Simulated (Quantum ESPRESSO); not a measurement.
# Mg (Im-3m): phonons by linear response

How does Mg (Im-3m) vibrate, and is this structure a minimum?

Calculated with Quantum ESPRESSO 7.5; DFT LDA, scalar-relativistic, plane waves, PseudoDojo norm-conserving pseudopotentials.

This is not the structure that Mg takes at ambient pressure and room temperature (hexagonal, No. 194); it is a model or a phase of other conditions.

## Step 1: Set-up

It takes space group Im-3m (No. 229, cubic). The conventional cell has a = 3.546 Å, b = 3.546 Å, c = 3.546 Å, α = 90.00°, β = 90.00°, γ = 90.00°. Nearest to Mg lie 8 Mg at 3.07 Å.

Structure file:

```cif
data_structure
_symmetry_space_group_name_H-M 'Im-3m'
_symmetry_Int_Tables_number 229
_cell_length_a 3.5455
_cell_length_b 3.5455
_cell_length_c 3.5455
_cell_angle_alpha 90.000
_cell_angle_beta 90.000
_cell_angle_gamma 90.000
_cell_volume 44.57
loop_
_atom_site_label
_atom_site_type_symbol
_atom_site_symmetry_multiplicity
_atom_site_Wyckoff_symbol
_atom_site_fract_x
_atom_site_fract_y
_atom_site_fract_z
_atom_site_occupancy
Mg1 Mg 2 a 0.00000 0.00000 0.00000 1
```

## Step 2: A probe with smearing

Before anything dear is run, a loose run with smearing shows whether this is a metal and how far the cell is from rest.

File probe.in:

```
&control
   calculation = 'scf'
   prefix = 'x'
   outdir = './tmp'
   pseudo_dir = './pseudo'
   tprnfor = .true.
   tstress = .true.
   verbosity = 'high'
/
&system
   ibrav = 3
   celldm(1) = 6.70007878
   nat = 1
   ntyp = 1
   ecutwfc = 92.0
   occupations = 'smearing'
   smearing = 'gaussian'
   degauss = 0.01
/
&electrons
   conv_thr = 1.0d-07
   mixing_beta = 0.7
   electron_maxstep = 100
/
ATOMIC_SPECIES
 Mg     24.3050  Mg.upf
ATOMIC_POSITIONS crystal
 Mg     0.000000000   0.000000000   0.000000000
K_POINTS automatic
 8 8 8 0 0 0
```

On the command line:

```console
$ OMP_NUM_THREADS=1 mpirun -n 4 pw.x -nk 4 -in probe.in > probe.out
```

Log:

```text
[banners, grids, parts of the stress and lines that vanish by symmetry left out]
Program PWSCF v.7.5
     bravais-lattice index     =            3
     lattice parameter (alat)  =       6.7001  a.u.
[...]
kinetic-energy cutoff     =      92.0000  Ry
     charge density cutoff     =     368.0000  Ry
     scf convergence threshold =      1.0E-07
[...]
Exchange-correlation= SLA  PW   NOGX NOGC
                           (   1   4   0   0   0   0   0)
[...]
48 Sym. Ops., with inversion, found
[...]
(     0          1          0      )
                  (     0          0          1      )
[...]
(  0.0000000  1.0000000  0.0000000 )
                  (  0.0000000  0.0000000  1.0000000 )
[...]
(     1         -1          1      )
                  (     1          0          0      )
[...]
(  1.0000000  0.0000000  0.0000000 )
                  (  0.0000000 -1.0000000  0.0000000 )
[...]
(     1          0          0      )
                  (     0          0         -1      )
[...]
( -1.0000000  0.0000000  0.0000000 )
                  (  0.0000000  1.0000000  0.0000000 )
[...]
number of k points=    29  Gaussian smearing, width (Ry)=  0.0100
[...]
End of self-consistent calculation
[...]
the Fermi energy is     5.5842 ev
!    total energy              =    -118.55633040 Ry
[...]
convergence has been achieved in   4 iterations
[...]
atom    1 type  1   force =     0.00000000    0.00000000    0.00000000
[...]
Total force =     0.000000     Total SCF correction =     0.000000
[...]
total   stress  (Ry/bohr**3)                   (kbar)     P=      -12.45
[...]
XML data file, charge density, pseudopotentials, collected wavefunctions

   JOB DONE.
```

The job ended after 1.6 s (4 MPI ranks of Arm Neoverse V2, shared host; 6 s of CPU time).

This step gave:

* volume per atom: 22.29 Å³
* pressure: -1.245 GPa
* gap on the k-mesh: 0 eV

No gap opens on this mesh, so smearing is kept; the start stands at -1.2 GPa.

## Step 3: Relaxation

The relaxation runs at a cutoff a fifth above that of the response, since stress converges more slowly with the basis than frequencies do. Forces and stress are brought to rest with tight thresholds.

File relax.in:

```
&control
   calculation = 'vc-relax'
   prefix = 'x'
   outdir = './tmp'
   pseudo_dir = './pseudo'
   tprnfor = .true.
   tstress = .true.
   forc_conv_thr = 2.0d-05
   etot_conv_thr = 1.0d-07
   nstep = 40
/
&system
   ibrav = 3
   celldm(1) = 6.70007878
   nat = 1
   ntyp = 1
   ecutwfc = 110
   occupations = 'smearing'
   smearing = 'mv'
   degauss = 0.02
/
&electrons
   conv_thr = 1.0d-11
   mixing_beta = 0.7
   electron_maxstep = 100
/
&ions
/
&cell
   press_conv_thr = 0.2
/
ATOMIC_SPECIES
 Mg     24.3050  Mg.upf
ATOMIC_POSITIONS crystal
 Mg     0.000000000   0.000000000   0.000000000
K_POINTS automatic
 14 14 14 0 0 0
```

On the command line:

```console
$ OMP_NUM_THREADS=1 mpirun -n 4 pw.x -nk 4 -in relax.in > relax.out
```

Log:

```text
[banners, grids, parts of the stress and lines that vanish by symmetry left out]
[banner, memory and clock lines left out]
Program PWSCF v.7.5

[...]
kinetic-energy cutoff     =     110.0000  Ry
     charge density cutoff     =     440.0000  Ry
     scf convergence threshold =      1.0E-11
[...]
energy convergence thresh.=      1.0E-07
     force convergence thresh. =      2.0E-05
     press convergence thresh. =      2.0E-01
     Exchange-correlation= SLA  PW   NOGX NOGC
                           (   1   4   0   0   0   0   0)
[...]
48 Sym. Ops., with inversion, found
[...]
number of k points=   104  Marzari-Vanderbilt smearing, width (Ry)=  0.0200
[...]
End of self-consistent calculation
[...]
the Fermi energy is     5.7121 ev
!    total energy              =    -118.55689156 Ry
[...]
convergence has been achieved in   6 iterations
[...]
atom    1 type  1   force =     0.00000000    0.00000000    0.00000000
     Total force =     0.000000     Total SCF correction =     0.000000
[...]
total   stress  (Ry/bohr**3)                   (kbar)     P=      -10.89
[...]
number of bfgs steps    =   0
[...]
CELL_PARAMETERS (alat=  6.70007878)
[...]
ATOMIC_POSITIONS (crystal)
Mg               0.0000000000        0.0000000000        0.0000000000
[...]
New effective cutoffs (rho, wfc):  441.35  110.40
[...]
End of self-consistent calculation
[...]
the Fermi energy is     5.7595 ev
!    total energy              =    -118.55694782 Ry
[...]
convergence has been achieved in   4 iterations
[...]
atom    1 type  1   force =     0.00000000    0.00000000    0.00000000
     Total force =     0.000000     Total SCF correction =     0.000000
[...]
total   stress  (Ry/bohr**3)                   (kbar)     P=       -8.96
[...]
number of bfgs steps    =   1
[...]
WARNING: bfgs curvature condition failed, Theta= 0.977
[...]
CELL_PARAMETERS (alat=  6.70007878)
[...]
ATOMIC_POSITIONS (crystal)
Mg               0.0000000000        0.0000000000        0.0000000000
[...]
New effective cutoffs (rho, wfc):  443.81  111.02
[...]
End of self-consistent calculation
[...]
the Fermi energy is     5.8312 ev
!    total energy              =    -118.55701107 Ry
[...]
convergence has been achieved in   5 iterations
[...]
atom    1 type  1   force =     0.00000000    0.00000000    0.00000000
     Total force =     0.000000     Total SCF correction =     0.000000
[...]
total   stress  (Ry/bohr**3)                   (kbar)     P=       -5.97
[...]
number of bfgs steps    =   2
[...]
CELL_PARAMETERS (alat=  6.70007878)
[...]
ATOMIC_POSITIONS (crystal)
Mg               0.0000000000        0.0000000000        0.0000000000
[...]
New effective cutoffs (rho, wfc):  447.55  111.95
[...]
End of self-consistent calculation
[...]
the Fermi energy is     5.9403 ev
!    total energy              =    -118.55705701 Ry
[...]
convergence has been achieved in   5 iterations
[...]
atom    1 type  1   force =     0.00000000    0.00000000    0.00000000
     Total force =     0.000000     Total SCF correction =     0.000000
[...]
total   stress  (Ry/bohr**3)                   (kbar)     P=       -1.27
[...]
number of bfgs steps    =   3
[...]
CELL_PARAMETERS (alat=  6.70007878)
[...]
ATOMIC_POSITIONS (crystal)
Mg               0.0000000000        0.0000000000        0.0000000000
[...]
New effective cutoffs (rho, wfc):  448.56  112.20
[...]
End of self-consistent calculation
[...]
the Fermi energy is     5.9697 ev
!    total energy              =    -118.55705909 Ry
[...]
convergence has been achieved in   5 iterations
[...]
atom    1 type  1   force =     0.00000000    0.00000000    0.00000000
     Total force =     0.000000     Total SCF correction =     0.000000
[...]
total   stress  (Ry/bohr**3)                   (kbar)     P=        0.03
[...]
number of bfgs steps    =   4
[...]
small trust_radius: resetting bfgs history
[...]
CELL_PARAMETERS (alat=  6.70007878)
[...]
ATOMIC_POSITIONS (crystal)
Mg               0.0000000000        0.0000000000        0.0000000000
[...]
New effective cutoffs (rho, wfc):  448.55  112.20
[...]
End of self-consistent calculation
[...]
the Fermi energy is     5.9695 ev
!    total energy              =    -118.55705909 Ry
[...]
convergence has been achieved in   2 iterations
[...]
atom    1 type  1   force =     0.00000000    0.00000000    0.00000000
     Total force =     0.000000     Total SCF correction =     0.000000
[...]
total   stress  (Ry/bohr**3)                   (kbar)     P=        0.03
[...]
bfgs converged in   6 scf cycles and   5 bfgs steps
[...]
End of BFGS Geometry Optimization
     Final enthalpy           =    -118.5570590889 Ry
     File ./tmp/x.bfgs deleted, as requested
[...]
CELL_PARAMETERS (alat=  6.70007878)
[...]
ATOMIC_POSITIONS (crystal)
Mg               0.0000000000        0.0000000000        0.0000000000
[...]
Final scf calculation at the relaxed structure.
[...]
kinetic-energy cutoff     =     110.0000  Ry
     charge density cutoff     =     440.0000  Ry
     scf convergence threshold =      1.0E-13
[...]
press convergence thresh. =      2.0E-01
     Exchange-correlation= SLA  PW   NOGX NOGC
                           (   1   4   0   0   0   0   0)
[...]
48 Sym. Ops., with inversion, found
[...]
number of k points=   104  Marzari-Vanderbilt smearing, width (Ry)=  0.0200
[...]
c_bands:  1 eigenvalues not converged
     c_bands:  1 eigenvalues not converged
[...]
End of self-consistent calculation
[...]
the Fermi energy is     5.9695 ev
!    total energy              =    -118.55705798 Ry
[...]
convergence has been achieved in   8 iterations
[...]
atom    1 type  1   force =     0.00000000    0.00000000    0.00000000
     Total force =     0.000000     Total SCF correction =     0.000000
[...]
total   stress  (Ry/bohr**3)                   (kbar)     P=        0.04
[...]
XML data file, charge density, pseudopotentials, collected wavefunctions
```

Run time: 29 s. Hardware: 4 MPI ranks.

Step by step:

```csv
step,energy less that of the first step (eV),largest force (eV/Å),pressure (GPa),volume (Å³)
1,0.0000,0.0000,-1.09,22.29
2,-0.0008,0.0000,-0.90,22.16
3,-0.0016,0.0000,-0.60,21.98
4,-0.0023,0.0000,-0.13,21.70
5,-0.0023,0.0000,0.00,21.63
6,-0.0023,0.0000,0.00,21.63
7,-0.0023,0.0000,0.00,21.63
```

```csv
"conventional cell, symmetrised",before,after,change
a (Å),3.546,3.510,-1.0 %
b (Å),3.546,3.510,-1.0 %
c (Å),3.546,3.510,-1.0 %
volume (Å³/atom),22.29,21.63,-2.9 %
```

Final coordinates:

```
Mg
1.0
     1.75521    1.75521    1.75521
    -1.75521    1.75521    1.75521
    -1.75521   -1.75521    1.75521
Mg
1
Cartesian
  0.0000 0.0000 0.0000
```

The last row of the table of steps is pw.x's closing run on a basis chosen anew for the final cell, so its energy can jump.

Read from the output:

```
volume per atom : 21.63 Å³
pressure        : 0.004 GPa
```

The volume changes by -2.9 % from the cell with which this run began.

## Step 4: Self-consistent run for the response

Perturbation theory inherits every error of the wavefunctions, so the threshold is set near the limit of the arithmetic. Smearing stays on, as the first look found no gap above 0.3 eV.

File scf.in:

```
&control
   calculation = 'scf'
   prefix = 'x'
   outdir = './tmp'
   pseudo_dir = './pseudo'
   tprnfor = .true.
   tstress = .true.
/
&system
   ibrav = 3
   celldm(1) = 6.63373098
   nat = 1
   ntyp = 1
   ecutwfc = 92.0
   occupations = 'smearing'
   smearing = 'mv'
   degauss = 0.02
/
&electrons
   conv_thr = 1.0d-12
   mixing_beta = 0.7
   electron_maxstep = 100
/
ATOMIC_SPECIES
 Mg     24.3050  Mg.upf
ATOMIC_POSITIONS crystal
 Mg     0.000000000   0.000000000   0.000000000
K_POINTS automatic
 16 16 16 0 0 0
```

On the command line:

```console
$ OMP_NUM_THREADS=1 mpirun -n 4 pw.x -nk 4 -in scf.in > scf.out
```

Log:

```text
[banners, grids, parts of the stress and lines that vanish by symmetry left out]
[banner, memory and clock lines left out]
Program PWSCF v.7.5

[...]
kinetic-energy cutoff     =      92.0000  Ry
     charge density cutoff     =     368.0000  Ry
     scf convergence threshold =      1.0E-12
[...]
Exchange-correlation= SLA  PW   NOGX NOGC
                           (   1   4   0   0   0   0   0)
[...]
48 Sym. Ops., with inversion, found
[...]
number of k points=   145  Marzari-Vanderbilt smearing, width (Ry)=  0.0200
[...]
End of self-consistent calculation
[...]
the Fermi energy is     5.9513 ev
!    total energy              =    -118.55693594 Ry
[...]
convergence has been achieved in   7 iterations
[...]
atom    1 type  1   force =     0.00000000    0.00000000    0.00000000
     Total force =     0.000000     Total SCF correction =     0.000000
[...]
total   stress  (Ry/bohr**3)                   (kbar)     P=        0.47
[...]
XML data file, charge density, pseudopotentials, collected wavefunctions
```

Run time: 6.8 s. Hardware: 4 MPI ranks; 27 s of CPU time.

This step gave:

```
pressure : 0.04700 GPa
```

The cell stands at 0.047 GPa, close enough for phonons.

(Continued in part 2 of 3.)

[Host names and launcher messages were left out of these logs when they were recorded.]

[Logs are printed without paths, hosts, clocks, repeated set-up lines and the standing remarks that a program may print on its own settings, such as how far it seeks lower states.]

[Hosts, paths, dates, database ids (printed as entryN), source tags and the programs' standing remarks are cut or masked in the printed files.]
